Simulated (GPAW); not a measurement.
**bithiophene-5,5'-dithiol between two Pt chains: transmission at several levels**

How well does bithiophene-5,5'-dithiol between two Pt chains conduct at low bias, and how far do basis and functional move the answer?

Program: GPAW 26.7.0. Level of theory: GPAW LCAO, PAW setups; Landauer transmission from Green's functions with principal layers (ASE), zero bias. Results are calculated unless marked as measured.

**1. Starting point**

The cell holds 30 atoms: 14 Pt, 4 S, 8 C and 4 H. Its edges and angles: a = 14.764 Å, b = 9.000 Å, c = 44.517 Å, α = 90.0°, β = 90.0°, γ = 90.0°. Regions: left lead, 7 atoms (7 Pt); channel, 16 atoms (4 S, 8 C and 4 H); right lead, 7 atoms (7 Pt). Vacuum lies along a and b. The structure is stacked along c, and the current runs across the ab planes.

**2. Double-zeta polarised basis**

The script solves lead and junction separately, takes H and S in the orbital basis, and joins semi-infinite leads through their self-energies; the dzp basis is the working standard.

run.py

```python
import json
import numpy as np
from ase import Atoms
from ase.transport.calculators import TransportCalculator
from gpaw import GPAW, FermiDirac
from gpaw.lcao.tools import get_lcao_hamiltonian
from scipy.linalg import eigh

# The junction with lead layers at both ends, along the third cell vector
device = Atoms(
    ['Pt', 'Pt', 'Pt', 'Pt', 'Pt', 'Pt', 'Pt', 'S', 'C', 'H', 'C', 'S', 'C', 'C', 'H', 'H', 'C', 'C', 'S', 'C', 'H', 'C', 'S', 'Pt', 'Pt', 'Pt', 'Pt', 'Pt', 'Pt', 'Pt'],
    positions=[
        [7.38204, 4.50000, 1.20000],
        [7.38204, 4.50000, 3.60000],
        [7.38204, 4.50000, 6.00000],
        [7.38204, 4.50000, 8.40000],
        [7.38204, 4.50000, 10.80000],
        [7.38204, 4.50000, 13.20000],
        [7.38204, 4.50000, 15.60000],
        [8.78048, 4.50001, 17.48861],
        [8.47531, 4.50001, 19.21528],
        [6.30096, 4.50003, 19.29296],
        [7.24360, 4.50002, 19.82618],
        [9.74430, 4.50001, 20.35175],
        [7.35327, 4.50002, 21.25011],
        [8.66594, 4.50002, 21.69374],
        [6.49338, 4.50003, 21.90924],
        [11.32445, 4.50003, 22.84496],
        [9.15123, 4.50002, 23.06099],
        [10.46439, 4.50002, 23.50408],
        [8.07279, 4.50001, 24.40406],
        [10.57431, 4.50002, 24.92746],
        [11.51408, 4.50003, 25.46661],
        [9.34308, 4.50001, 25.53709],
        [9.05245, 4.50001, 27.26411],
        [7.38204, 4.50000, 28.91706],
        [7.38204, 4.50000, 31.31706],
        [7.38204, 4.50000, 33.71706],
        [7.38204, 4.50000, 36.11706],
        [7.38204, 4.50000, 38.51706],
        [7.38204, 4.50000, 40.91706],
        [7.38204, 4.50000, 43.31706]],
    cell=[[14.76408, 0.0, 0.0], [0.0, 9.0, 0.0], [0.0, 0.0, 44.51706]],
    pbc=True)

# One principal layer of the lead: the first 5 atoms of the device
lead = Atoms(
    ['Pt', 'Pt', 'Pt', 'Pt', 'Pt'],
    positions=[
        [7.38204, 4.50000, 1.20000],
        [7.38204, 4.50000, 3.60000],
        [7.38204, 4.50000, 6.00000],
        [7.38204, 4.50000, 8.40000],
        [7.38204, 4.50000, 10.80000]],
    cell=[[14.76408, 0.0, 0.0], [0.0, 9.0, 0.0], [0.0, 0.0, 12.0]],
    pbc=True)

settings = dict(mode='lcao', basis='dzp', xc='PBE', h=0.2,
                occupations=FermiDirac(0.1), maxiter=250,
                mixer=dict(beta=0.1, nmaxold=8, weight=100.0),
                convergence=dict(density=0.0001))
energies = np.arange(-2, 2 + 1e-9, 0.05)
eta = 0.0001
n1, n2 = 1, 1
# k and -k transmit alike, so half of the mesh across the current serves
mesh = [(i, j) for i in range(n1) for j in range(n2) if (i, j) <= (-i % n1, -j % n2)]
weights = np.array([1 if (i, j) == (-i % n1, -j % n2) else 2 for i, j in mesh]) / (n1 * n2)

# [... helper functions left out ...]
fermi_lead = ground_state(lead, (1, 1, 10), 'lead.txt')
fermi_device = ground_state(device, (1, 1, 2), 'device.txt')
# [... loop over the mesh left out, but for ...]
        # Shift the lead onto the potential of the device's first layer
        shift = ((H[:, 0, 0] - H0[:, 0, 0]) / S0[0, 0]).real.mean()
# [...]
kT = 8.617333e-5 * 300
bias = [0.1, 0.2, 0.5, 1.0, 1.5, 2.0]
# [... integrals and printing left out ...]
```

Run with:

```sh
> OMP_NUM_THREADS=1 OPENBLAS_NUM_THREADS=2 python run.py
```

Planned after this: single-zeta polarised basis; GPAW, sz: basis = "sz(dzp)"; revPBE in the dzp basis: xc = "revPBE"; cost and result by level; the levels side by side; basis sz(dzp), smearing 0.025, density threshold 0.01; another change of settings. Settings of the main run: DZP basis, PBE, grid spacing 0.2 Å, smearing width 0.1 eV, energies (-2, 2, 0.05) eV, broadening 0.0001 eV, 1×1×2 SCF mesh, 10 k-points along the leads, period 12 Å, temperature 300 K, bias (0.1, 0.2, 0.5, 1, 1.5, 2) V.

What does the calculation give for the conductance; and transmission at the Fermi level, mean of the spins?

Current over bias at the lowest bias computed gives the conductance there: 68.2 μS, or 0.880 G₀ with G₀ = 2e²/h = 77.5 μS. In the dzp basis the junction conducts 0.882 G₀ at 300 K, with T = 0.889 a spin at the Fermi level; the sz basis reaches that conductance within 10 %. At the Fermi level one eigenchannel carries the current (0.89).

```
conductance                                        : 0.882 G₀
transmission at the Fermi level, mean of the spins : 0.889
thermopower                                        : -10.7 μV/K
```

The negative thermopower says that the thermally weighted transmission is larger above the Fermi level, as for electron-like transport. Measured against the first run (dzp), the nearest curve is that of dzp-revPBE (r.m.s. 0.049) and the farthest that of sz (0.18). Over the compared runs wall time goes from 153 s (sz) to 297 s (dzp), on a shared host. The geometry was built from estimated bond lengths and not relaxed, so the numbers describe this model structure. The run had no spin polarisation, so a magnetic state, which chains and small molecules with open shells often have, wasn't tested. Spin-orbit coupling is left out, which matters for the heavy atoms here. Semilocal functionals put molecular levels too near the Fermi level, so such conductances usually come out too high, and chain electrodes have a sharper density of states than real ones. An evenly spaced straight chain is an idealisation: free chains tend to dimerise, zigzag or, where a band edge lies near the Fermi level, turn magnetic. The currents use the zero-bias T(E) throughout, which holds only while the bias is small against the distance to the nearest feature. The energy step is wider than the thermal energy, so the conductance and thermopower rest on interpolation of T(E).

[Logs are printed without paths, hosts, clocks, repeated set-up lines and the standing remarks that a program may print on its own settings, such as how far it seeks lower states.]

[Hosts, paths, dates, database ids (printed as entryN), source tags and the programs' standing remarks are cut or masked in the printed files.]
